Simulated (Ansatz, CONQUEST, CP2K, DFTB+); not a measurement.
# CONQUEST on H-capped Sn nanowire along [110] (56 atoms): settings against a plane-wave reference, part 2 of 2

Aim: run H-capped Sn nanowire along [110] (56 atoms) in CONQUEST and see how near its forces come to a plane-wave reference, and at what cost.

Program: CONQUEST 1.3; the method stands at each step. Banners, paths, timers and routine set-up lines are dropped from the logs unmarked, and long logs keep their key lines alone; longer cuts are marked.

So far. Step 3 (PBEsol, grid 80 Ha): Against the first run (10 %), the force difference from the reference is 17 %, at 0.99 times the CPU time; the model has changed, so this is no error of the program alone. Step 4 (PBE, grid 80 Ha, multi-site 5 bohr): Against the first run (10 %), the force difference from the reference is 30 %, at 0.89 times the CPU time.

## (5) PBE, grid 60 Ha

Method: Kohn-Sham DFT, PBE, norm-conserving pseudopotentials, pseudo-atomic orbitals (double zeta with polarisation), diagonalisation.

Conquest_input

```
IO.Title cell
IO.Coordinates coords.dat
IO.FractionalAtomicCoords T
IO.Iprint 1
General.NumberOfSpecies 2
AtomMove.TypeOfRun static
AtomMove.CalcStress F
Grid.GridCutoff 60
DM.SolutionMethod diagon
SC.MaxIters 100
SC.LinearMixingFactor 0.1
SC.KerkerPreCondition T
minE.SCTolerance 1e-06
Diag.kT 0.001837
Diag.MPMesh T
Diag.GammaCentred T
Diag.MPMeshX 1
Diag.MPMeshY 1
Diag.MPMeshZ 1
%block ChemicalSpeciesLabel
1 118.710 Sn
2 1.008 H
%endblock
```

coords.dat

```
31.825426 0.000000 0.000000
0.000000 32.845009 0.000000
0.000000 0.000000 34.683391
56
[... 56 atom lines left out: the same atoms as in the first run ...]
```

The run is started by

```bash
$ OMP_NUM_THREADS=1 Conquest > output.txt
```

Numbers of over 12 decimals in the logs are rounded to 6 here.

Conquest_out:

```text
      Simulation cell dimensions:    31.8254 a0 x    32.8450 a0 x    34.6834 a0
        This calculation includes non-local pseudopotentials,
         with a maximum core radius of      7.58370955
    Job title: cell
    Job to be run: static calculation
    Ground state search:
      Support functions represented with PAO basis
      1:1 PAO to SF mapping
      Non-spin-polarised electrons
      Solving for the K matrix using diagonalisation
      Using Fermi-Dirac smearing
    Integration grid size:    120 x  120 x  128
    Integration grid spacing:  0.265 a0 x 0.274 a0 x 0.271 a0
    Number of species:  2
    --------------------------------------------------------
    |   #  mass (au)  Charge (e)  SF Rad (a0)  NSF  Label  |
    --------------------------------------------------------
    |   1    118.710      14.000        7.938   18  Sn     |
    |   2      1.008       1.000        7.116    5  H      |
    --------------------------------------------------------
          SCF tolerance:                 0.00000100
          SCF iterations:               100
    The calculation will be performed on     1 process
    The calculation will be performed on     1 thread
    Using the default matrix multiplication kernel
    The functional used will be GGA PBE96
    set_atom_dens: In set_atomic_density, electrons :     368.000000000000
    PulayMixSC: Starting Pulay mixing, A_up =  0.100 A_dn =  0.100
    PulayMixSC: Spin non-polarised calculation.
    PulayMixSC: with Kerker preconditioning, q0 =  0.100
          Harris-Foulkes Energy            :     -1909.544944 Ha
    PulayMixSC: Pulay iteration     1 residual:              0.12916E-02
          Harris-Foulkes Energy            :     -1909.450170 Ha
    PulayMixSC: Pulay iteration     2 residual:              0.11247E-02
          Harris-Foulkes Energy            :     -1909.155697 Ha
    PulayMixSC: Pulay iteration     3 residual:              0.21748E-03
[...]
Harris-Foulkes Energy            :     -1909.153415 Ha
    PulayMixSC: Pulay iteration    14 residual:              0.12067E-05
          Harris-Foulkes Energy            :     -1909.153478 Ha
    PulayMixSC: Pulay iteration    15 residual:              0.93295E-06
    PulayMixSC: Reached SCF tolerance of  0.93295E-06 after     15 iterations
      | Number of electrons      =       368.000522
      |* Harris-Foulkes energy   =     -1909.153478 Ha
      |* DFT total energy        =     -1909.153636 Ha
    force: Forces on atoms (Ha/a0)
    force:  Atom   X              Y              Z
    force:     1   0.0074762344  -0.0084374570   0.0072707940
    force:     2   0.0118498016  -0.0095472894   0.0011104480
    force:     3  -0.0014402351   0.0153009413  -0.0112911935
[...]
force:    55   0.0045042020   0.0034563018   0.0022962969
    force:    56   0.0175673898  -0.0230868037  -0.0003607686
    force: Maximum force :        0.03749035(Ha/a0) on atom        13 in y direction
    force: Force Residual:        0.01638989 Ha/a0
    get_E_and_F: Change in energy during last step of electronic optimisation: -0.62488E-04
```

Wall time 2.3 min (1 thread of Intel Xeon 6975P-C (Granite Rapids), shared host); peak memory 2.6 GiB.

Against the reference:

```yaml
r_m_s_force_component: 0.4866 eV/Å
r_m_s_difference_of_force_components: 72.53 meV/Å
longest_difference_of_force_vectors: 306.9 meV/Å
force_difference_over_r_m_s_force: 15.92 %
slope_of_forces_against_the_reference_s: 1.058
correlation_of_force_components: 0.9903
spacing_of_highest_filled_and_lowest_empty_level: 1.826 eV
gap_difference: 0.1105 eV
energy_less_the_same_level_run_s: -5.554 meV/atom
r_m_s_force_difference_from_the_same_level_run: 51.35 meV/Å
```

This is a coarse setting, run to see what it loses.

Against the first run (10 %), the force difference from the reference is 16 %, at 0.58 times the CPU time: the grid matters here.

## (6) All runs compared

Differences are against the plane-wave reference, forces as r.m.s. over components; share is that over the reference's r.m.s. force, slope the least-squares factor from reference forces to these. Total energies of different programs have different zeros and aren't compared.

```
                                                 run  Δ force, r.m.s. (meV/Å)  share (%)  slope  Δ gap (eV)  cores  CPU time  memory (GiB)
                                           reference                        -          -      -           -      4      82 s           4.2
                            CONQUEST PBE, grid 80 Ha                     46.3       10.2  1.056       0.111      1   3.9 min           3.9
                         CONQUEST PBEsol, grid 80 Ha                     76.3       16.7  1.045       0.103      1   3.9 min           3.9
CONQUEST PBE, grid 80 Ha, multi-site 5 bohr (coarse)                      135       29.7  1.058       0.477      1   3.5 min           3.9
                   CONQUEST PBE, grid 60 Ha (coarse)                     72.5       15.9  1.058       0.111      1   2.3 min           2.6
```

Rows marked coarse were listed beforehand as settings not expected to be converged; some can still land near the reference.

CPU time is summed over cores on a shared host, where runs went side by side, so it is rough. Symmetry, cutoffs, thresholds, outputs and thread counts weren't matched or tuned between programs; memory under MPI is the largest rank's times the ranks.

Within one program, basis, potentials and functional, energies share a zero. Each run against its twin at the usual cutoff or grid and solver:

```
                     run        twin  Δ energy (meV/atom)  Δ force, r.m.s. (meV/Å)  CPU time over the twin's
CONQUEST PBE, grid 60 Ha  grid 80 Ha                -5.55                     51.4                      0.58
```

## (7) Summary of results

```json
{"nearest in forces": "CONQUEST PBE, grid 80 Ha, 10 %", "its CPU time": "3.9 min"}
```

**Reading.** The PBE run in local orbitals, coarse settings apart, differs by 10 % (CONQUEST PBE, grid 80 Ha); basis, grid and potentials can all enter. Rows with another functional or a dispersion term differ by 17 % (CONQUEST PBEsol, grid 80 Ha), which mixes the change of model with differences of basis and potentials. Runs with settings chosen to be coarse differ by 16 % (CONQUEST PBE, grid 60 Ha) to 30 % (CONQUEST PBE, grid 80 Ha, multi-site 5 bohr), their programs' other errors included. None of the electronic-structure runs in the table takes under half the reference's CPU time of 82 s; they take 1.7 to 2.9 times as much. At the same functional, gaps differ from the reference's 1.72 eV by between +0.11 and +0.48 eV. These are spacings on the run's k-points, which needn't hold the band edges. The electronic-structure runs sample only Γ, in a cell whose periodic width is 18 Å.

[Also dropped from logs without a mark: logging warnings of Python, and SIESTA's first energy breakdown and zero terms.]

[Logs are printed without paths, hosts, clocks, repeated set-up lines and the standing remarks that a program may print on its own settings, such as how far it seeks lower states.]

[Hosts, paths, dates, database ids (printed as entryN), source tags and the programs' standing remarks are cut or masked in the printed files.]
